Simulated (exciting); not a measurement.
# Core excitons at the O K edge of TaAgO3

Aim: the O K absorption edge of TaAgO3 with the electron–hole interaction treated explicitly, and what each term of the kernel does.

Calculated with exciting sodium; X-ray absorption, core-level Bethe-Salpeter equation, exchange and statically screened direct term, Tamm-Dancoff, all-electron LAPW+lo LDA.

### 1. The structure

Symmetry: R-3c, No. 167, trigonal system. Conventional cell: a = 5.576 Å, b = 5.576 Å, c = 13.933 Å, α = 90.00°, β = 90.00°, γ = 120.00°. Nearest to Ta lie 6 O at 2.01 Å. Nearest to Ag lie 3 O at 2.47 Å. O has 2 Ta at 2.01 Å and 1 Ag at 2.47 Å nearest. Farther neighbours and most contacts between anions are not listed.

Coordinates:

```xyz
10
Lattice="2.7878 1.6096 4.6444 -2.7878 1.6096 4.6444 0.0000 -3.2191 4.6444" Properties=species:S:1:pos:R:3 pbc="T T T"
Ta    0.0000    0.0000    0.0000
Ta    0.0000    0.0000    6.9667
Ag    0.0000    0.0000   10.4500
Ag    0.0000    0.0000    3.4833
O     1.5515   -0.5318    8.1278
O    -1.2363   -1.0777    8.1278
O    -0.3152    1.6096    8.1278
O     1.2363    1.0777    5.8056
O    -1.5515    0.5318    5.8056
O     0.3152   -1.6096    5.8056
```

Differences between curves are given as r.m.s. difference over r.m.s. height.

### 2. The self-consistent potential

The species files are the program's own, with muffin-tin radii set in the input.

The input, input.xml:

```
<input>
  <title>TaAgO3</title>
  <structure speciespath="." autormt="false" epslat="1.0e-5">
    <crystal>
      <basevect>5.2682318572 3.0416150810 8.7767291203</basevect>
      <basevect>-5.2682318572 3.0416150810 8.7767291203</basevect>
      <basevect>0.0000000000 -6.0832301618 8.7767291203</basevect>
    </crystal>
    <species speciesfile="Ta.xml" rmt="2.135">
      <atom coord="0.0000000000 0.0000000000 0.0000000000"/>
      <atom coord="0.5000000000 0.5000000000 0.5000000000"/>
    </species>
    <species speciesfile="Ag.xml" rmt="2.245">
      <atom coord="0.7500000000 0.7500000000 0.7500000000"/>
      <atom coord="0.2500000000 0.2500000000 0.2500000000"/>
    </species>
    <species speciesfile="O.xml" rmt="1.548">
      <atom coord="0.8065260000 0.2500000000 0.6934740000"/>
      <atom coord="0.2500000000 0.6934740000 0.8065260000"/>
      <atom coord="0.6934740000 0.8065260000 0.2500000000"/>
      <atom coord="0.7500000000 0.3065260000 0.1934740000"/>
      <atom coord="0.1934740000 0.7500000000 0.3065260000"/>
      <atom coord="0.3065260000 0.1934740000 0.7500000000"/>
    </species>
  </structure>
  <groundstate do="fromscratch" xctype="LDA_PW" ngridk="3 3 3" rgkmax="6.5" gmaxvr="14" nempty="8" swidth="0.001" maxscl="100" epsengy="1e-5"/>
</input>
```

On the command line:

```sh
OMP_NUM_THREADS=1 mpirun -n 2 exciting
```

Output:

```text
EXCITING SODIUM started
********************************************************************************
* Ground-state run starting from atomic densities                              *
********************************************************************************
+ Starting initialization                                                      +
 Lattice vectors (cartesian) :
      5.2682318572      3.0416150810      8.7767291203
     -5.2682318572      3.0416150810      8.7767291203
      0.0000000000     -6.0832301618      8.7767291203
 Reciprocal lattice vectors (cartesian) :
      0.5963277127      0.3442899655      0.2386304822
     -0.5963277127      0.3442899655      0.2386304822
     -0.0000000000     -0.6885799309      0.2386304822
 Unit cell volume                           :     843.8263408743
 Brillouin zone volume                      :       0.2939588413
 Species :    1 (Ta)
     parameters loaded from                 :    Ta.xml
     name                                   :    tantalum
     nuclear charge                         :     -73.00000000
     electronic charge                      :      73.00000000
     atomic mass                            :  329847.84330000
     muffin-tin radius                      :       2.13500000
     # of radial points in muffin-tin       :     600
     atomic positions (lattice) :
       1 :   0.00000000  0.00000000  0.00000000
       2 :   0.50000000  0.50000000  0.50000000
 Species :    2 (Ag)
     parameters loaded from                 :    Ag.xml
     name                                   :    silver
     nuclear charge                         :     -47.00000000
     electronic charge                      :      47.00000000
     atomic mass                            :  196631.69970000
     muffin-tin radius                      :       2.24500000
     # of radial points in muffin-tin       :     400
     atomic positions (lattice) :
       1 :   0.75000000  0.75000000  0.75000000
       2 :   0.25000000  0.25000000  0.25000000
 Species :    3 (O)
     parameters loaded from                 :    O.xml
     name                                   :    oxygen
     nuclear charge                         :      -8.00000000
     electronic charge                      :       8.00000000
     atomic mass                            :   29165.12203000
     muffin-tin radius                      :       1.54800000
     # of radial points in muffin-tin       :     250
     atomic positions (lattice) :
       1 :   0.80652600  0.25000000  0.69347400
       2 :   0.25000000  0.69347400  0.80652600
       3 :   0.69347400  0.80652600  0.25000000
       4 :   0.75000000  0.30652600  0.19347400
       5 :   0.19347400  0.75000000  0.30652600
       6 :   0.30652600  0.19347400  0.75000000
 Total number of atoms per unit cell        :      10
 Spin treatment                             :    spin-unpolarised
 Number of Bravais lattice symmetries       :      12
 Number of crystal symmetries               :      12
 k-point grid                               :       3    3    3
 Total number of k-points                   :       6
 k-point set is reduced with crystal symmetries
 R^MT_min * |G+k|_max (rgkmax)              :       6.50000000
 Species with R^MT_min                      :       3 (O)
 Maximum |G+k| for APW functions            :       4.19896641
 Maximum |G| for potential and density      :      14.00000000
 G-vector grid sizes                        :      48    48    48
 Total number of G-vectors                  :   39147
 Maximum angular momentum used for
     APW functions                          :       8
     computing H and O matrix elements      :       8
     potential and density                  :       8
     inner part of muffin-tin               :       2
 Total nuclear charge                       :    -288.00000000
 Total electronic charge                    :     288.00000000
 Total core charge                          :     160.00000000
 Total valence charge                       :     128.00000000
 Number of empty states                     :       8
 Total number of valence states             :      73
 Maximum Hamiltonian size                   :    1163
 Maximum number of plane-waves              :    1059
 Total number of local-orbitals             :     104
 Exchange-correlation type                  :       3
     Perdew-Wang, Phys. Rev. B 45, 13244 (1992)
 Smearing scheme                            :    Gaussian
 Smearing width                             :       0.00100000
 Using multisecant Broyden potential mixing
+ Ending initialization                                                        +
********************************************************************************
* Groundstate module started                                                   *
********************************************************************************
 Output level for this task is set to normal
+ Self-consistent loop started                                                 +
 Density and potential initialised from atomic data
+ SCF iteration number :    1                                                  +
 Total energy                               :    -42244.97889636
 _______________________________________________________________
 Fermi energy                               :         0.25836954
 Kinetic energy                             :     46665.80128225
 Coulomb energy                             :    -87956.02784200
 Exchange energy                            :      -927.29424487
 Correlation energy                         :       -27.45809174
 DOS at Fermi energy (states/Ha/cell)       :         0.00000000
 Electron charges :
     core                                   :       160.00000000
     core leakage                           :         0.00007205
     valence                                :       128.00000000
     interstitial                           :        15.37972363
     charge in muffin-tin spheres :
                  atom     1    Ta          :        68.77258459
                  atom     2    Ta          :        68.77258459
                  atom     3    Ag          :        44.78814801
                  atom     4    Ag          :        44.78814801
                  atom     5     O          :         7.58313520
                  atom     6     O          :         7.58313520
                  atom     7     O          :         7.58313520
                  atom     8     O          :         7.58313520
                  atom     9     O          :         7.58313520
                  atom    10     O          :         7.58313520
     total charge in muffin-tins            :       272.62027637
     total charge                           :       288.00000000
 Estimated fundamental gap                  :         0.05613558
        valence-band maximum at    6      0.6667  0.3333  0.3333
     conduction-band minimum at    1      0.0000  0.0000  0.0000
[... further iterations ...]
| Convergence targets achieved. Performing final SCF iteration                 +
 Total energy                               :    -42307.86551944
 _______________________________________________________________
 Fermi energy                               :         0.25142118
 Kinetic energy                             :     46612.92589155
 Coulomb energy                             :    -87966.73079874
 Exchange energy                            :      -926.64477025
 Correlation energy                         :       -27.41584200
 DOS at Fermi energy (states/Ha/cell)       :         0.00000000
 Electron charges :
     core                                   :       160.00000000
     core leakage                           :         0.00006916
     valence                                :       128.00000000
     interstitial                           :        16.97089186
     charge in muffin-tin spheres :
                  atom     1    Ta          :        69.46675987
                  atom     2    Ta          :        69.46675987
                  atom     3    Ag          :        45.05002108
                  atom     4    Ag          :        45.05002108
                  atom     5     O          :         6.99925771
                  atom     6     O          :         6.99925771
                  atom     7     O          :         6.99925771
                  atom     8     O          :         6.99925771
                  atom     9     O          :         6.99925771
                  atom    10     O          :         6.99925771
     total charge in muffin-tins            :       271.02910814
     total charge                           :       288.00000000
 Estimated fundamental gap                  :         0.07135836
        valence-band maximum at    2      0.3333  0.0000  0.0000
     conduction-band minimum at    3      0.3333  0.3333  0.0000
+ Self-consistent loop stopped                                                 +
 STATE.OUT is written
********************************************************************************
* Groundstate module stopped                                                   *
********************************************************************************
 Total time spent (seconds)                 :       178.61
- CAUTION! Warnings have been written in file WARNING.OUT !                    -
| EXCITING SODIUM stopped                                                      =
```

Run time: 3 min. Hardware: 2 MPI ranks of Arm Neoverse V2, shared host.

The warnings file holds hints only, no warning.

The mesh shows a gap of 1.94 eV. Core levels (Dirac, from the valence top):

```
atom  level  energy (eV)
   O  1s1/2       -500.8
```

### 3. A richer basis for the empty states

Each species file gets more local orbitals, built from u and its energy derivative at 0.15 Ha and u at 0.9 Ha.

input.xml is that of step 2.

The input, SPECIES.xml, added lines:

```
<lo l="L">  <!-- L = 0, 1, 2, and 3 from Cs on -->
  <wf matchingOrder="0" trialEnergy="0.1500" searchE="false"/>
  <wf matchingOrder="1" trialEnergy="0.1500" searchE="false"/>
  <wf matchingOrder="0" trialEnergy="0.9000" searchE="false"/>
</lo>
```

On the command line:

```sh
OMP_NUM_THREADS=1 mpirun -n 2 exciting
```

Output:

```text
EXCITING SODIUM started
********************************************************************************
* Ground-state run starting from atomic densities                              *
********************************************************************************
+ Starting initialization                                                      +
[... lattice and species ...]
 Spin treatment                             :    spin-unpolarised
 Number of Bravais lattice symmetries       :      12
[...]
+ Self-consistent loop stopped                                                 +
 STATE.OUT is written
********************************************************************************
* Groundstate module stopped                                                   *
********************************************************************************
 Total time spent (seconds)                 :       195.58
- CAUTION! Warnings have been written in file WARNING.OUT !                    -
| EXCITING SODIUM stopped                                                      =
[key lines of the parts left out:]
Total energy                               :    -42307.86889807
Fermi energy                               :         0.25191466
```

Elapsed: 3.3 min, on 2 MPI ranks.

Against the first ground state the total energy moves by -9 meV an atom and the gap by 0.00 eV.

[end of part 1 of 3]

[Banner, clock and machine lines of the logs are left out without a mark of their own.]

[Logs are printed without paths, hosts, clocks, repeated set-up lines and the standing remarks that a program may print on its own settings, such as how far it seeks lower states.]

[Hosts, paths, dates, database ids (printed as entryN), source tags and the programs' standing remarks are cut or masked in the printed files.]
